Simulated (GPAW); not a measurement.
# Al2O2 monolayer: work function by functional and basis, part 2 of 2

Aim: the work function of both faces of Al2O2 monolayer, and its spread over functionals and bases. Where a layer proves gapped, the work function hangs on where the smearing puts the Fermi level, and the band edges take its place.

GPAW 26.7.0; GPAW, PAW setups; layer in a repeated cell with vacuum, relaxation of atoms and in-plane cell (the session's first sound run).

So far, upper work function (eV): step 3 (plane waves, PBE) 4.43.

## Step 4: Self-consistent run: xc = "revPBE"

Level of this step: GPAW, PAW setups; slab in vacuum (GPAW).

The same geometry under revPBE, to see how far the functional moves the levels against the vacuum.

Contents of run.py:

```python
import json
import numpy as np
from ase import Atoms
from gpaw import GPAW, PW

slab = Atoms(
    ['O', 'Al', 'Al', 'O'],
    positions=[
        [0.00000, 1.70212, 9.00000],
        [0.00000, 0.00000, 9.68085],
        [-0.00000, -0.00000, 12.30588],
        [0.00000, 1.70212, 12.98674]],
    cell=[[2.94816, -0.0, 0.0], [-1.47408, 2.55318, 0.0], [0.0, 0.0, 21.9867]],
    pbc=[True, True, False])

slab.calc = GPAW(mode=PW(500), xc='revPBE', kpts={'size': (12, 12, 1), 'gamma': True},
                 occupations={'name': 'fermi-dirac', 'width': 0.05}, nbands='200%',
                 convergence={'density': 1e-05}, maxiter=200,
                 poissonsolver={'dipolelayer': 'xy'},
                 symmetry={'tolerance': 1e-3}, txt='slab.txt')
result = {}
energy = slab.get_potential_energy()
fermi = slab.calc.get_fermi_level()
v = slab.calc.get_electrostatic_potential().mean((0, 1)) - fermi
n = slab.calc.get_pseudo_density().mean((0, 1))
L = slab.cell[2, 2]
z = np.arange(len(v)) * L / len(v)
low, high = slab.positions[:, 2].min(), slab.positions[:, 2].max()
below, above = np.interp([low - 6.8, high + 6.8], z, v)
slopes = [np.interp(x, z, np.gradient(v, z)) for x in (low - 6.8, high + 6.8)]
eps = np.array([[slab.calc.get_eigenvalues(k, s) for k in range(len(slab.calc.get_ibz_k_points()))]
                for s in range(slab.calc.get_number_of_spins())]) - fermi
top, bottom = eps[eps < 0].max(), eps[eps > 0].min()
dipole = slab.get_dipole_moment()[2]
print(f'energy {energy:.4f} eV, Fermi level {fermi:.4f} eV, dipole {dipole:.5f} e A')
print(f'potential 6.8 A off the faces, from the Fermi level: lower {below:.4f} eV, upper {above:.4f} eV')
print(f'slope of the potential there: lower {slopes[0]:.5f}, upper {slopes[1]:.5f} eV/A')
print(f'nearest levels on the mesh: {top:.4f} and {bottom:.4f} eV')
print('magnetic moment', round(slab.get_magnetic_moment(), 3))
result.update(energy=energy, fermi=fermi, dipole=dipole, below=below, above=above, slopes=slopes, edges=[top, bottom],
              z=z.tolist(), v=v.tolist(), n=n.tolist(), positions=slab.positions.tolist(),
              forces=slab.get_forces(apply_constraint=False).tolist(), moments=slab.get_magnetic_moments().tolist())
json.dump(result, open('result.json', 'w'))
```

Run with:

```sh
> OMP_NUM_THREADS=1 OPENBLAS_NUM_THREADS=1 python run.py
```

What it wrote:

```text
energy -24.7944 eV, Fermi level -1.0286 eV, dipole 0.00032 e A
potential 6.8 A off the faces, from the Fermi level: lower 4.3017 eV, upper 4.2938 eV
slope of the potential there: lower -0.00101, upper 0.00101 eV/A
nearest levels on the mesh: -0.6053 and 0.6278 eV
magnetic moment 0.0
```

The job ended after 20 s (1 thread of Arm Neoverse V1, shared host; peak memory 0.2 GiB).

Numbers from this step:

```
levels nearest the Fermi level on the mesh : -0.6053, 0.6278 eV from the Fermi level
upper work function                        : 4.294 eV
lower work function                        : 4.302 eV
upper ionisation energy                    : 4.899 eV
```

The electrostatic potential energy of an electron (without an applied field's), less the Fermi level, planar mean by z:

```
z (Å)  electrostatic potential energy of an electron (without an applied field's), less the Fermi level, planar mean (eV)
    0                                                                                                                4.30
    1                                                                                                                4.30
    2                                                                                                                4.30
    3                                                                                                                4.30
    4                                                                                                                4.30
    5                                                                                                                4.30
    6                                                                                                                4.30
    7                                                                                                                4.27
    8                                                                                                                3.40
    9                                                                                                               -16.8
   10                                                                                                               -11.8
   11                                                                                                                1.27
   12                                                                                                               -12.1
   13                                                                                                               -16.7
   14                                                                                                                3.44
   15                                                                                                                4.26
   16                                                                                                                4.29
   17                                                                                                                4.29
   18                                                                                                                4.29
   19                                                                                                                4.29
   20                                                                                                                4.29
   21                                                                                                                4.29
```

Table of pseudo valence density, planar mean by z:

```
z (Å)  pseudo valence density, planar mean (e/Å³)
    6                                      7.5e-5
    7                                     0.00188
    8                                      0.0660
    9                                        1.02
   10                                       0.179
   11                                       0.152
   12                                       0.180
   13                                        1.03
   14                                      0.0630
   15                                     0.00178
   16                                      7.2e-5
```

Force by atom:

```
atom  x (eV/Å)  y (eV/Å)  z (eV/Å)   size
  O1     0.000     0.000    -0.198  0.198
 Al2     0.000     0.000     0.127  0.127
 Al3     0.000     0.000    -0.127  0.127
  O4     0.000     0.000     0.198  0.198
```

The highest filled level lies 0.605 eV under the Fermi level, so the ionisation energy from the upper face is 4.294 + 0.605 = 4.899 eV, against 5.036 eV in the base run.

## Step 5: Self-consistent run: xc = "vdW-DF2"

The same geometry under vdW-DF2, to see how far the functional moves the levels against the vacuum (the van der Waals functionals take revPBE setups).

run.py: that of step 4 with these lines changed.

```diff
@@ -15,3 +15,3 @@
 
-slab.calc = GPAW(mode=PW(500), xc='revPBE', kpts={'size': (12, 12, 1), 'gamma': True},
+slab.calc = GPAW(mode=PW(500), xc='vdW-DF2', kpts={'size': (12, 12, 1), 'gamma': True},
                  occupations={'name': 'fermi-dirac', 'width': 0.05}, nbands='200%',
```

What it wrote:

```text
energy -91.6727 eV, Fermi level -1.4853 eV, dipole 0.00032 e A
potential 6.8 A off the faces, from the Fermi level: lower 4.8950 eV, upper 4.8871 eV
slope of the potential there: lower -0.00102, upper 0.00103 eV/A
nearest levels on the mesh: -0.8462 and 0.8653 eV
magnetic moment 0.0
```

Wall time 74 s (1 thread); peak memory 0.36 GiB.

This step gave:

- levels nearest the Fermi level on the mesh: -0.8462, 0.8653 eV from the Fermi level
- upper work function: 4.887 eV
- lower work function: 4.895 eV
- upper ionisation energy: 5.733 eV

The highest filled level lies 0.846 eV under the Fermi level, so the ionisation energy from the upper face is 4.887 + 0.846 = 5.733 eV, against 5.036 eV in the base run.

## Step 6: Self-consistent run: xc = "RPBE"

The same geometry under RPBE, to see how far the functional moves the levels against the vacuum.

run.py: that of step 5 with these lines changed.

```diff
@@ -15,3 +15,3 @@
 
-slab.calc = GPAW(mode=PW(500), xc='vdW-DF2', kpts={'size': (12, 12, 1), 'gamma': True},
+slab.calc = GPAW(mode=PW(500), xc='RPBE', kpts={'size': (12, 12, 1), 'gamma': True},
                  occupations={'name': 'fermi-dirac', 'width': 0.05}, nbands='200%',
```

What it wrote:

```text
energy -24.6337 eV, Fermi level -1.0189 eV, dipole 0.00032 e A
potential 6.8 A off the faces, from the Fermi level: lower 4.2987 eV, upper 4.2909 eV
slope of the potential there: lower -0.00100, upper 0.00101 eV/A
nearest levels on the mesh: -0.6057 and 0.6283 eV
magnetic moment 0.0
```

Run time: 20 s. Hardware: 1 thread; peak memory 0.2 GiB.

This step gave:

| Property | Result |
| --- | --- |
| levels nearest the Fermi level on the mesh | -0.6057, 0.6283 eV from the Fermi level |
| upper work function | 4.291 eV |
| lower work function | 4.299 eV |
| upper ionisation energy | 4.897 eV |

The highest filled level lies 0.606 eV under the Fermi level, so the ionisation energy from the upper face is 4.291 + 0.606 = 4.897 eV, against 5.036 eV in the base run.

## Step 7: OptPBE vdW: xc = "optPBE-vdW"

The same geometry under optPBE-vdW, to see how far the functional moves the levels against the vacuum (the van der Waals functionals take revPBE setups).

run.py: that of step 6 with these lines changed.

```diff
@@ -15,3 +15,3 @@
 
-slab.calc = GPAW(mode=PW(500), xc='RPBE', kpts={'size': (12, 12, 1), 'gamma': True},
+slab.calc = GPAW(mode=PW(500), xc='optPBE-vdW', kpts={'size': (12, 12, 1), 'gamma': True},
                  occupations={'name': 'fermi-dirac', 'width': 0.05}, nbands='200%',
```

What it wrote:

```text
energy -40.9296 eV, Fermi level -1.3193 eV, dipole 0.00032 e A
potential 6.8 A off the faces, from the Fermi level: lower 4.6605 eV, upper 4.6527 eV
slope of the potential there: lower -0.00103, upper 0.00104 eV/A
nearest levels on the mesh: -0.6882 and 0.7102 eV
magnetic moment 0.0
```

Wall time 28 s (1 thread); peak memory 0.36 GiB.

This step gave:

* levels nearest the Fermi level on the mesh: -0.6882, 0.7102 eV from the Fermi level
* upper work function: 4.653 eV
* lower work function: 4.661 eV
* upper ionisation energy: 5.341 eV

The highest filled level lies 0.688 eV under the Fermi level, so the ionisation energy from the upper face is 4.653 + 0.688 = 5.341 eV, against 5.036 eV in the base run.

## Step 8: Self-consistent run: xc = "LDA"

The same geometry under LDA, to see how far the functional moves the levels against the vacuum.

run.py: that of step 7 with these lines changed.

```diff
@@ -15,3 +15,3 @@
 
-slab.calc = GPAW(mode=PW(500), xc='optPBE-vdW', kpts={'size': (12, 12, 1), 'gamma': True},
+slab.calc = GPAW(mode=PW(500), xc='LDA', kpts={'size': (12, 12, 1), 'gamma': True},
                  occupations={'name': 'fermi-dirac', 'width': 0.05}, nbands='200%',
```

What it wrote:

```text
energy -28.5327 eV, Fermi level -1.4419 eV, dipole 0.00032 e A
potential 6.8 A off the faces, from the Fermi level: lower 4.7385 eV, upper 4.7307 eV
slope of the potential there: lower -0.00102, upper 0.00103 eV/A
nearest levels on the mesh: -0.5978 and 0.6193 eV
magnetic moment 0.0
```

It took 19 s on 1 thread; peak memory 0.19 GiB.

Numbers from this step:

```yaml
levels_nearest_the_fermi_level_on_the_mesh: -0.5978, 0.6193 eV from the Fermi level
upper_work_function: 4.731 eV
lower_work_function: 4.739 eV
upper_ionisation_energy: 5.329 eV
```

The highest filled level lies 0.598 eV under the Fermi level, so the ionisation energy from the upper face is 4.731 + 0.598 = 5.329 eV, against 5.036 eV in the base run.

## Step 9: Real-space grid: mode = "fd"

A real-space grid is a second complete basis, so it checks the plane-wave result.

run.py: that of step 8 with these lines changed.

```diff
@@ -3,3 +3,3 @@
 from ase import Atoms
-from gpaw import GPAW, PW
+from gpaw import GPAW
 
@@ -15,3 +15,3 @@
 
-slab.calc = GPAW(mode=PW(500), xc='LDA', kpts={'size': (12, 12, 1), 'gamma': True},
+slab.calc = GPAW(mode='fd', h=0.18, xc='PBE', kpts={'size': (12, 12, 1), 'gamma': True},
                  occupations={'name': 'fermi-dirac', 'width': 0.05}, nbands='200%',
```

What it wrote:

```text
energy -26.9633 eV, Fermi level -4.4300 eV, dipole 0.00033 e A
potential 6.8 A off the faces, from the Fermi level: lower 4.4339 eV, upper 4.4261 eV
slope of the potential there: lower -0.00000, upper 0.00000 eV/A
nearest levels on the mesh: -0.6087 and 0.6308 eV
magnetic moment 0.0
```

It took 66 s on 1 thread; peak memory 0.42 GiB.

Numbers from this step:

```yaml
dipole_along_the_normal: 3.27e-4 e·Å
levels_nearest_the_fermi_level_on_the_mesh: -0.6087, 0.6308 eV from the Fermi level
upper_work_function: 4.426 eV
lower_work_function: 4.434 eV
upper_ionisation_energy: 5.035 eV
```

The highest filled level lies 0.609 eV under the Fermi level, so the ionisation energy from the upper face is 4.426 + 0.609 = 5.035 eV, against 5.036 eV in the base run.

## Step 10: Atomic orbitals: mode = "lcao"

Atom-centred orbitals end a few angstrom from the surface, which tests how much the density's tail matters.

run.py: that of step 9 with these lines changed.

```diff
@@ -15,4 +15,4 @@
 
-slab.calc = GPAW(mode='fd', h=0.18, xc='PBE', kpts={'size': (12, 12, 1), 'gamma': True},
-                 occupations={'name': 'fermi-dirac', 'width': 0.05}, nbands='200%',
+slab.calc = GPAW(mode='lcao', basis='dzp', h=0.18, xc='PBE', kpts={'size': (12, 12, 1), 'gamma': True},
+                 occupations={'name': 'fermi-dirac', 'width': 0.05}, nbands='120%',
                  convergence={'density': 1e-05}, maxiter=200,
```

What it wrote:

```text
energy -25.0471 eV, Fermi level -4.6032 eV, dipole 0.00033 e A
potential 6.8 A off the faces, from the Fermi level: lower 4.6071 eV, upper 4.5992 eV
slope of the potential there: lower -0.00000, upper -0.00000 eV/A
nearest levels on the mesh: -0.6469 and 0.6685 eV
magnetic moment 0.0
```

Run time: 2 min. Hardware: 1 thread; peak memory 0.26 GiB.

Numbers from this step:

```yaml
levels_nearest_the_fermi_level_on_the_mesh: -0.6469, 0.6685 eV from the Fermi level
upper_work_function: 4.599 eV
lower_work_function: 4.607 eV
upper_ionisation_energy: 5.246 eV
```

The highest filled level lies 0.647 eV under the Fermi level, so the ionisation energy from the upper face is 4.599 + 0.647 = 5.246 eV, against 5.036 eV in the base run.

## Step 11: The ladder

Times are for 1 thread of Arm Neoverse V1, shared host. Results by setting:

```
no.         run  upper ionisation energy (eV)   time  memory (GiB)
  1          pw                         5.036   19 s           0.2
  2      revPBE                         4.899   20 s           0.2
  3     vdW DF2                         5.733   74 s          0.36
  4        RPBE                         4.897   20 s           0.2
  5  optPBE vdW                         5.341   28 s          0.36
  6         LDA                         5.329   19 s          0.19
  7          fd                         5.035   66 s          0.42
  8        lcao                         5.246  2 min          0.26
```

## Step 12: Side by side

Results and costs are gathered.

This step: comparison of work functions, dipole and cost (GPAW 26.7.0).

Ladder, by row:

```
      step  code  work function, upper (eV)  work function, lower (eV)  dipole (e Å)  wall time (s)  peak memory (GiB)  threads
        pw  GPAW                      4.429                      4.437       3.22e-4          19.47                0.2        1
    revPBE  GPAW                      4.294                      4.302       3.22e-4          20.33                0.2        1
   vdW-DF2  GPAW                      4.887                      4.895       3.22e-4          74.47               0.36        1
      RPBE  GPAW                      4.291                      4.299       3.22e-4          20.41                0.2        1
optPBE-vdW  GPAW                      4.653                      4.661       3.22e-4          28.24               0.36        1
       LDA  GPAW                      4.731                      4.739       3.22e-4          18.64               0.19        1
        fd  GPAW                      4.426                      4.434       3.27e-4          65.56               0.42        1
      lcao  GPAW                      4.599                      4.607       3.27e-4          120.4               0.26        1
```

## Step 13: Outcome

- work function, upper and lower face (Fermi level placed in the gap by the smearing): 4.429 and 4.437 eV
- ionisation energy from the upper face (highest filled level on the mesh): 5.04 eV
- electron affinity from the upper face (lowest empty Kohn-Sham level on the mesh): 3.80 eV
- dipole along the normal: 3.2e-4 e Å

In words: With plane waves and PBE the ionisation energy from the upper face is 5.04 eV and the Kohn-Sham electron affinity 3.80 eV. The levels nearest the Fermi level on the mesh lie 1.24 eV apart, so the slab is gapped there: the smearing puts the Fermi level inside the gap, and from either face the ionisation energy is the work function plus 0.61 eV. Both are Kohn-Sham levels on the mesh, and semilocal gaps are too small, so the affinity tends to come out too large and the ionisation energy too small. Work functions of a gapped slab move with the place of the Fermi level in the gap; over the runs without a planted fault the highest filled level on the mesh lies 4.90 (RPBE) to 5.73 eV (vdW-DF2) under the upper vacuum level. The small printed dipole stands for a step of -7.7 meV from the lower to the upper face, and the probes find -7.9 meV; values this small are near the numerical noise of both. The layer's cell and atoms come from the relaxation; spin-orbit coupling and temperature are left out.

[Logs are printed without paths, hosts, clocks, repeated set-up lines and the standing remarks that a program may print on its own settings, such as how far it seeks lower states.]

[Hosts, paths, dates, database ids (printed as entryN), source tags and the programs' standing remarks are cut or masked in the printed files.]
